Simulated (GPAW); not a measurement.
Consider Rb2NiO2 (I4/mmm).

```xyz
5
Lattice="-2.0830 2.0830 6.5730 2.0830 -2.0830 6.5730 2.0830 2.0830 -6.5730" Properties=species:S:1:pos:R:3 pbc="T T T"
Rb    0.0000    0.0000    8.6093
Rb    0.0000    0.0000    4.5367
Ni    0.0000    0.0000    0.0000
O     0.0000    0.0000   11.4725
O     0.0000    0.0000    1.6735
```

Absorber: atom 4, with 1 Ni at 1.67 Å (terminal, site symmetry 4mm). Method: GPAW, LDA + U (Ni 7 eV), full core hole (charged cell), 10-atom cell with 5.9 Å between holes, 4×4×4 k points, dipole transitions, Gaussian full width 0.9 eV up to 4 eV, rising linearly to 3.5 eV at 25 eV.

Q: Where do the maxima of the O K edge fall?

Main maxima up to 24 eV above the zero (height): 0.1 eV (1.36), 2.3 eV (1.64), 4.0 eV (1.45), 7.2 eV (1.70) and 16.7 eV (1.25). A K edge sees empty p states; the first features are O p mixed into the empty d states of the Ni neighbours, and the broad ones above probably into the cations' higher empty bands. The total-energy difference plus the lowest empty eigenvalue puts the zero at 524.63 eV. The functional and the charged cell's background leave an error in such absolute values: in the free atom LDA prices this hole 4.1 eV below PBE (computed apart), and PBE is itself good to a few eV.

The O K spectrum (energy from the lowest empty level; intensity scaled to a mean of 1 over the first 20 eV; polarised curves are means over the symmetry-equivalent atoms):

| E (eV) | isotropic | ε ⊥ c | ε ∥ c |
| --- | --- | --- | --- |
| -2.0 | 0.00 | 0.00 | 0.00 |
| -1.5 | 0.00 | 0.00 | 0.00 |
| -1.0 | 0.03 | 0.05 | 0.00 |
| -0.5 | 0.49 | 0.73 | 0.00 |
| 0.0 | 1.35 | 2.02 | 0.01 |
| 0.5 | 0.73 | 1.04 | 0.12 |
| 1.0 | 0.34 | 0.21 | 0.61 |
| 1.5 | 0.87 | 0.54 | 1.54 |
| 2.0 | 1.51 | 1.21 | 2.10 |
| 2.5 | 1.60 | 1.29 | 2.20 |
| 3.0 | 1.03 | 0.81 | 1.48 |
| 3.5 | 0.95 | 0.84 | 1.16 |
| 4.0 | 1.45 | 1.44 | 1.47 |
| 4.5 | 1.05 | 1.09 | 0.96 |
| 5.0 | 0.80 | 0.91 | 0.58 |
| 5.5 | 1.14 | 1.36 | 0.71 |
| 6.0 | 1.42 | 1.62 | 1.03 |
| 6.5 | 1.59 | 1.72 | 1.35 |
| 7.0 | 1.69 | 1.67 | 1.72 |
| 7.5 | 1.67 | 1.42 | 2.18 |
| 8.0 | 1.46 | 1.07 | 2.24 |
| 8.5 | 1.10 | 0.78 | 1.75 |
| 9.0 | 0.85 | 0.60 | 1.35 |
| 9.5 | 0.75 | 0.51 | 1.22 |
| 10.0 | 0.67 | 0.49 | 1.04 |
| 10.5 | 0.60 | 0.49 | 0.81 |
| 11.0 | 0.57 | 0.52 | 0.66 |
| 11.5 | 0.60 | 0.58 | 0.62 |
| 12.0 | 0.65 | 0.65 | 0.65 |
| 12.5 | 0.70 | 0.70 | 0.70 |
| 13.0 | 0.70 | 0.69 | 0.72 |
| 13.5 | 0.68 | 0.66 | 0.72 |
| 14.0 | 0.69 | 0.68 | 0.72 |
| 14.5 | 0.77 | 0.78 | 0.74 |
| 15.0 | 0.90 | 0.94 | 0.82 |
| 15.5 | 1.05 | 1.09 | 0.97 |
| 16.0 | 1.18 | 1.20 | 1.14 |
| 16.5 | 1.24 | 1.23 | 1.27 |
| 17.0 | 1.23 | 1.19 | 1.31 |
| 17.5 | 1.15 | 1.09 | 1.26 |
| 18.0 | 1.03 | 0.97 | 1.15 |
| 18.5 | 0.92 | 0.86 | 1.02 |
| 19.0 | 0.83 | 0.79 | 0.92 |
| 19.5 | 0.78 | 0.75 | 0.85 |
| 20.0 | 0.77 | 0.74 | 0.82 |
| 20.5 | 0.77 | 0.75 | 0.81 |
| 21.0 | 0.80 | 0.78 | 0.83 |
| 21.5 | 0.83 | 0.81 | 0.85 |
| 22.0 | 0.85 | 0.84 | 0.88 |
| 22.5 | 0.87 | 0.86 | 0.89 |
| 23.0 | 0.88 | 0.87 | 0.90 |
| 23.5 | 0.88 | 0.87 | 0.89 |
| 24.0 | 0.88 | 0.88 | 0.88 |
| 24.5 | 0.89 | 0.90 | 0.88 |
| 25.0 | 0.91 | 0.93 | 0.88 |
| 25.5 | 0.94 | 0.97 | 0.90 |
| 26.0 | 0.98 | 1.01 | 0.93 |
| 26.5 | 1.01 | 1.04 | 0.95 |
| 27.0 | 1.04 | 1.07 | 0.97 |
| 27.5 | 1.04 | 1.07 | 0.97 |
| 28.0 | 1.02 | 1.06 | 0.96 |
| 28.5 | 0.99 | 1.02 | 0.93 |
| 29.0 | 0.95 | 0.97 | 0.90 |
| 29.5 | 0.90 | 0.91 | 0.86 |
| 30.0 | 0.85 | 0.86 | 0.83 |
| 30.5 | 0.81 | 0.81 | 0.81 |
| 31.0 | 0.78 | 0.77 | 0.80 |
| 31.5 | 0.77 | 0.75 | 0.79 |
| 32.0 | 0.76 | 0.74 | 0.80 |

The hole lies in one spin channel, while the script sums the empty states of both and takes the lower zero; where the two channels are split, this blurs and shifts the curve. The spins start ferromagnetically in a simple order, which needn't be the measured one; gap and edge can depend on it. The holes are only 5.9 Å apart, so the shape is probably not converged with cell size; no larger cell was run here. The mesh is coarse (0.29 Å⁻¹ between points), so small maxima may be mesh ripples. Lifetime broadening is put in by hand, and intensities beyond about 20 eV depend on it and on the partial waves. The structure is a published determination, not relaxed.

[Banner, clock and machine lines of the logs are left out without a mark of their own.]

[Logs are printed without paths, hosts, clocks, repeated set-up lines and the standing remarks that a program may print on its own settings, such as how far it seeks lower states.]

[Hosts, paths, dates, database ids (printed as entryN), source tags and the programs' standing remarks are cut or masked in the printed files.]

[Lists of maxima count a maximum above −3 eV only where it reaches 4 % of the highest in the window and stands out from its surroundings by 2 % of it (1.5 % where it reaches 55 %); shoulders and weaker maxima are passed over, and of the rest the first, up to two pre-edge ones and the few strongest are named.]
